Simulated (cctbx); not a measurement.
# What is wrong with this refinement?

Cell a = 4.7030 Å, b = 4.7030 Å, c = 7.7610 Å, α = 90.00°, β = 90.00°, γ = 120.00°; space group P6_3/mmc (no. 194).

The data are simulated with cctbx, not measured: synchrotron X-rays, λ = 0.6889 Å, to d = 0.6 Å, 50 % of the full sphere, strongest reflection 70000 counts, noise from counting, a 2 % proportional error and a noise floor of 4 counts (s.d.); no absorption.

An anisotropic refinement with weights 1/σ² prints:

```text
Rint 0.021, 162 unique reflections to 0.60 A
cycle     R1     wR2    GooF  max shift (A)
   1  0.0765  0.2258  14.772   0.00000
   2  0.0332  0.0990   6.475   0.00000
final R1 0.0332 wR2 0.0990 GooF 6.475  parameters 6  data/parameter 27.0
atom        x        y        z      Ueq    occ   su(xyz)  su(Uiso or U11)
Ce1    0.00000  0.00000  0.00000   0.0142  1.000  0.00000  0.0003
Nd1    0.66667  0.33333  0.25000   0.0185  1.000  0.00000  0.0003
Zn1    0.66667  0.33333  0.75000   0.0110  1.000  0.00000  0.0005
difference map: max 6.04 min -1.27 rms 0.52
Q1    0.0000  0.0000  0.0000    2    6.04  0.00 A from Ce1
Q2    0.3333  0.6667  0.2500    2    2.37  0.00 A from Zn1
Q3    0.3333  0.6667  0.7500    2    1.32  0.00 A from Nd1
Q4    0.3333  0.6667  0.6270    4    0.52  0.95 A from Nd1
Q5    0.2344  0.4688  0.7500    6    0.47  0.81 A from Nd1
Q6    0.0082  0.5041  0.0549   12    0.41  2.01 A from Zn1
```

Q: Accept it or mend it, and why?

Mend it. The fault: elements exchanged: Nd1 is Ce and Ce1 is Nd. Against the right model at the same level, R1 goes from 0.0061 to 0.0332 and GooF from 0.87 to 6.47 and the top difference peak, 6.0 e/Å³, lies on Ce1. Nd1 has 2 electrons too many and its U swells to shed them, as expected (near an absorption edge f′ can widen the mismatch well beyond the difference in Z); Ce1 has 2 electrons too few and its U shrinks to make up, as expected (near an absorption edge f′ can widen the mismatch well beyond the difference in Z).

The compound is CeNdZn. The right model at the same level gives:

```text
Rint 0.021, 162 unique reflections to 0.60 A
cycle     R1     wR2    GooF  max shift (A)
   1  0.0435  0.1582  10.345   0.00000
   2  0.0061  0.0133   0.868   0.00000
final R1 0.0061 wR2 0.0133 GooF 0.868  parameters 6  data/parameter 27.0
atom        x        y        z      Ueq    occ   su(xyz)  su(Uiso or U11)
Nd1    0.00000  0.00000  0.00000   0.0165  1.000  0.00000  0.0000
Ce1    0.66667  0.33333  0.25000   0.0178  1.000  0.00000  0.0000
Zn1    0.66667  0.33333  0.75000   0.0118  1.000  0.00000  0.0001
difference map: max 0.32 min -0.51 rms 0.10
Q1    0.0910  0.5455  0.9963   12    0.34  2.15 A from Ce1
Q2    0.1122  0.2243  0.7500    6    0.27  1.80 A from Ce1
Q3    0.0000  0.0000  0.1192    4    0.27  0.93 A from Nd1
Q4    0.1362  0.2724  0.2500    6    0.26  1.61 A from Zn1
Q5    0.2177  0.4353  0.9959   12    0.22  1.77 A from Nd1
Q6    0.3333  0.6667  0.6370    4    0.21  0.88 A from Ce1
```

This is a model crystal, built by substitution and not relaxed, with assumed displacement parameters.

[Middle refinement cycles are left out of these outputs.]

[Logs are printed without paths, hosts, clocks, repeated set-up lines and the standing remarks that a program may print on its own settings, such as how far it seeks lower states.]
